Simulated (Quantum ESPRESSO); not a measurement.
```
two Fe on Si sites of Si, 5.43 Å apart: parallel and opposed starts
1.0
     0.00000    5.43100    5.43100
     5.43100    0.00000    5.43100
     5.43100    5.43100    0.00000
Fe Si
2 14
Direct
  0.00000 0.00000 0.00000
  0.50000 0.50000 0.50000
  0.12500 0.12500 0.12500
  0.00000 0.00000 0.50000
  0.12500 0.12500 0.62500
  0.00000 0.50000 0.00000
  0.12500 0.62500 0.12500
  0.00000 0.50000 0.50000
  0.12500 0.62500 0.62500
  0.50000 0.00000 0.00000
  0.62500 0.12500 0.12500
  0.50000 0.00000 0.50000
  0.62500 0.12500 0.62500
  0.50000 0.50000 0.00000
  0.62500 0.62500 0.12500
  0.62500 0.62500 0.62500
# method: PBE; plane waves with GBRV 1.5 PBE potentials, no spin-orbit coupling (and 1 further level or step)
# program: Quantum ESPRESSO 7.5
# settings of one run: GBRV 1.5 PBE, potential files Fe: fe_pbe_v1.5.uspp.F.UPF, Si: si_pbe_v1.uspp.F.UPF, cutoff 544.23 eV, 4×4×4 k-mesh, 64 bands, fermi-dirac occupations, smearing width 0.05 eV, collinear spin, SCF threshold 3.20e-8, mesh matched on, starting moments on Fe, summing to 7 μB
# cost: 2 runs, 4.8 min in all on 4 MPI ranks of Arm Neoverse V1, shared host (the runs of this entry)
# notes: The run is spin-polarised, with a total moment of 3.10 μB a cell (absolute 4.74).
# lowest state found: ferromagnetic (from ferro ++)
# largest site moment: 1.79 μB
# next state with moments: antiferromagnetic, 7.59 meV a seeded atom higher
```

[Logs and program files are shortened in this print: banners, set-up blocks, solver, clock and traceback lines can be left out without a mark of their own.]

[Logs are printed without paths, hosts, clocks, repeated set-up lines and the standing remarks that a program may print on its own settings, such as how far it seeks lower states.]

[Hosts, paths, dates, database ids (printed as entryN), source tags and the programs' standing remarks are cut or masked in the printed files.]

[Where a cell is said to come from a database of computed structures, the database is the Materials Project.]
